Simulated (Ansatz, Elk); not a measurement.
# Bonding as seen by X-rays: TaAl4V2Mo, part 2 of 2

The structure of TaAl4V2Mo used here is made up (a known structure type with other elements) and was relaxed beforehand with PBEsol. The aim is the Fourier transform of its all-electron density, F(hkl), set beside the sum over free spherical atoms that refinements use.

Elk 11.2.3 (patched build); all-electron DFT.

So far: The structure; Ground state and structure factors.

The structure was built from a prototype and need not be the compound's stable phase.

**3. The highest occupied states alone**

Level of this step: DFT, PBE, all-electron APW+lo, Dirac cores, scalar-relativistic bands, static density, no spin (Elk).

An energy window below the Fermi level keeps the highest occupied states, to see at which angles they scatter; shallow core shells can lie inside it and anion s states outside. No new self-consistency is needed.

Input file elk.in:

```
tasks
  195

xctype
  20

spinpol
  .false.

rgkmax
  7.0

gmaxvr
  14.0

lmaxo
  7

lmaxapw
  8

swidth
  0.002

tshift
  .false.

ramdisk
  .false.

hmaxvr
  5.5

maxscl
  120

epspot
  1e-06

wsfac
  -0.189930 0.661310

sppath
  './'

avec
  7.17922665402 -0.00000000000 0.00000000000
  -0.00000000000 7.17922665402 0.00000000000
  0.00000000000 0.00000000000 15.45644588442

atoms
  4
  'Ta.in'
  1
  0.5000000000 0.5000000000 0.5000000000   0.000000 0.000000 0.000000
  'Mo.in'
  1
  0.0000000000 0.0000000000 -0.0000000000   0.000000 0.000000 0.000000
  'V.in'
  2
  -0.0000000000 -0.0000000000 0.5000000000   0.000000 0.000000 0.000000
  0.5000000000 0.5000000000 -0.0000000000   0.000000 0.000000 0.000000
  'Al.in'
  4
  -0.0000000000 0.5000000000 0.7530812952   0.000000 0.000000 0.000000
  0.5000000000 -0.0000000000 0.2469187048   0.000000 0.000000 0.000000
  0.5000000000 -0.0000000000 0.7530812952   0.000000 0.000000 0.000000
  -0.0000000000 0.5000000000 0.2469187048   0.000000 0.000000 0.000000

ngridk
  6 6 3
```

Command:

```bash
> OMP_NUM_THREADS=4 elk
```

Numbers of over 12 decimals in the logs are rounded to 6 here.

The program printed:

```text
┌─────────────────────────────────┐
│ Elk code version 11.2.3 started │
└─────────────────────────────────┘

Info(readinput): the functional depends on the density's gradient
 muffin-tin radial points multiplied by    2.00000
 (not where nrmtscf is given)

┌────────────────────┐
│ Current task : 195 │
└────────────────────┘
Info(checkmt): changed muffin-tin radius of species 1 (Ta) from   2.8000 to   2.7066
Info(checkmt): changed muffin-tin radius of species 3 (V) from   2.4000 to   2.3199

Info(sfacrho): density structure factors written to SFACRHO.OUT

 Energy window :  -0.1899300000      0.6613100000

┌──────────────────┐
│ Elk code stopped │
└──────────────────┘
```

It took 23 s on 4 threads of Arm Neoverse V1, shared host; peak memory 0.19 GiB; 28 s of CPU time.

States within 15 eV below the Fermi level hold 33.00 electrons; any levels below the window count with the cores. Their amplitudes can exceed the total, where window and core parts have opposite phase:

```
hkl  sin θ/λ (Å⁻¹)  abs F, window  abs F, all
001          0.061          1.206      29.742
002          0.122          6.588     101.409
100          0.132          1.023      29.717
101          0.145          0.738      63.771
102          0.180          0.841      28.912
003          0.183          0.691      31.092
110          0.186          4.304      93.318
111          0.196          0.770      29.303
112          0.223          3.572     158.915
103          0.226          1.359      59.132
```

**4. Another functional**

The difference from free atoms is small, so it is set against the change that LDA (Perdew-Wang) makes.

elk.in: that of step 3 with these lines changed.

```diff
@@ -1,2 +1,3 @@
 tasks
+  0
   195
@@ -4,3 +5,3 @@
 xctype
-  20
+  3
 
@@ -39,5 +40,2 @@
 
-wsfac
-  -0.189930 0.661310
-
 sppath
```

Command:

```bash
> OMP_NUM_THREADS=4 elk
```

The program printed:

```text
┌─────────────────────────┐
│ Elk code version 11.2.3 │
└─────────────────────────┘

All units are atomic (Hartree, Bohr, etc.)

┌─────────────────────────────────────────────────┐
│ Ground-state run starting from atomic densities │
└─────────────────────────────────────────────────┘

Lattice vectors :
   7.179226654      -0.000000000       0.000000000
  -0.000000000       7.179226654       0.000000000
   0.000000000       0.000000000       15.45644588

Reciprocal lattice vectors :
  0.8751897119       0.000000000      -0.000000000
[...]
species : 2 (Mo)
[...]
species : 3 (V)
[...]
species : 4 (Al)
[...]
atom 3                    :    11.37690108     (  0.5105896690E-03)
   atom 4                    :    11.37690108     (  0.5105896690E-03)
 total in muffin-tins        :    200.8809494
 total calculated charge     :    212.9972743
 total charge                :    213.0000000
 error                       :   0.2725727686E-02

┌──────────────────────────────┐
│ Self-consistent loop stopped │
└──────────────────────────────┘

Warning : core states of species 4 leak from the muffin-tin :   0.5105896690E-03

Wrote STATE.OUT
[key lines of the parts left out:]
total energy                :     -22524.891700947
```

The job ended after 48 s (4 threads; peak memory 0.24 GiB).

Against the first run R = 0.04 %; the largest change is -0.114 at 220.

**5. A coarser k-mesh**

About half the k-points along each axis test the sampling.

elk.in: that of step 4 with these lines changed.

```diff
@@ -5,3 +5,3 @@
 xctype
-  3
+  20
 
@@ -68,2 +68,2 @@
 ngridk
-  6 6 3
+  3 3 2
```

Command:

```bash
> OMP_NUM_THREADS=4 elk
```

The program printed:

```text
┌─────────────────────────┐
│ Elk code version 11.2.3 │
└─────────────────────────┘

All units are atomic (Hartree, Bohr, etc.)

┌─────────────────────────────────────────────────┐
│ Ground-state run starting from atomic densities │
└─────────────────────────────────────────────────┘

Lattice vectors :
   7.179226654      -0.000000000       0.000000000
  -0.000000000       7.179226654       0.000000000
   0.000000000       0.000000000       15.45644588

Reciprocal lattice vectors :
  0.8751897119       0.000000000      -0.000000000
[...]
species : 2 (Mo)
[...]
species : 3 (V)
[...]
species : 4 (Al)
[...]
atom 3                    :    11.36787777     (  0.4829553792E-03)
   atom 4                    :    11.36787777     (  0.4829553792E-03)
 total in muffin-tins        :    200.7521754
 total calculated charge     :    212.9973857
 total charge                :    213.0000000
 error                       :   0.2614318327E-02

┌──────────────────────────────┐
│ Self-consistent loop stopped │
└──────────────────────────────┘

Warning : core states of species 4 leak from the muffin-tin :   0.4829553792E-03

Wrote STATE.OUT
[key lines of the parts left out:]
total energy                :     -22545.690055688
```

Elapsed: 49 s, on 4 threads; peak memory 0.32 GiB.

Against the first run R = 0.02 %; the largest change is +0.075 at 004.

**6. Settings against the effect**

```
              run  R against the first run (%)  R against neutral atoms, low angle (%)  wall time
    PBE, rgkmax 7                         0.00                                    0.50       85 s
LDA (Perdew-Wang)                         0.04                                    0.50       48 s
     k-mesh 3×3×2                         0.02                                    0.50       49 s
```

**7. Outcome**

```yaml
r_against_neutral_atoms_sin_theta_lambda_0p3_a_minus1: 0.50 %
r_against_neutral_atoms_0p3_to_0p73_a_minus1: 0.27 %
```

**Reading.** Independent neutral atoms miss the calculated amplitudes by R = 0.50 % below 0.3 Å⁻¹ and 0.27 % from there to 0.73 Å⁻¹; by shells, 0.34 % below 0.15 Å⁻¹ (4 forms), 0.53 % 0.15 to 0.3 (13 forms), 0.22 % 0.3 to 0.45 (29 forms), 0.29 % above 0.45 (103 forms). Bonding, aspherical density and the tables' own atoms all enter these figures, and the runs don't part them. The largest change of an amplitude is -1.33 electrons, at 200. The window's part falls from 33.0 electrons at the origin to at most 0.78 between 0.45 and 0.73 Å⁻¹. Below 0.3 Å⁻¹ the changes that finished (LDA (Perdew-Wang) and k-mesh 3×3×2) move F by R = 0.02 % at most, against the 0.50 % that separates it from free atoms. The basis has no finished test. These runs have no spin, though d or f shells may be open. Spin-orbit coupling is left out, which can matter for elements this heavy. Part of the difference isn't bonding: the tables are fits to free atoms and ions calculated by other methods than this functional. Thermal motion, anomalous dispersion and extinction are left out.

[Logs are printed without paths, hosts, clocks, repeated set-up lines and the standing remarks that a program may print on its own settings, such as how far it seeks lower states.]

[Hosts, paths, dates, database ids (printed as entryN), source tags and the programs' standing remarks are cut or masked in the printed files.]
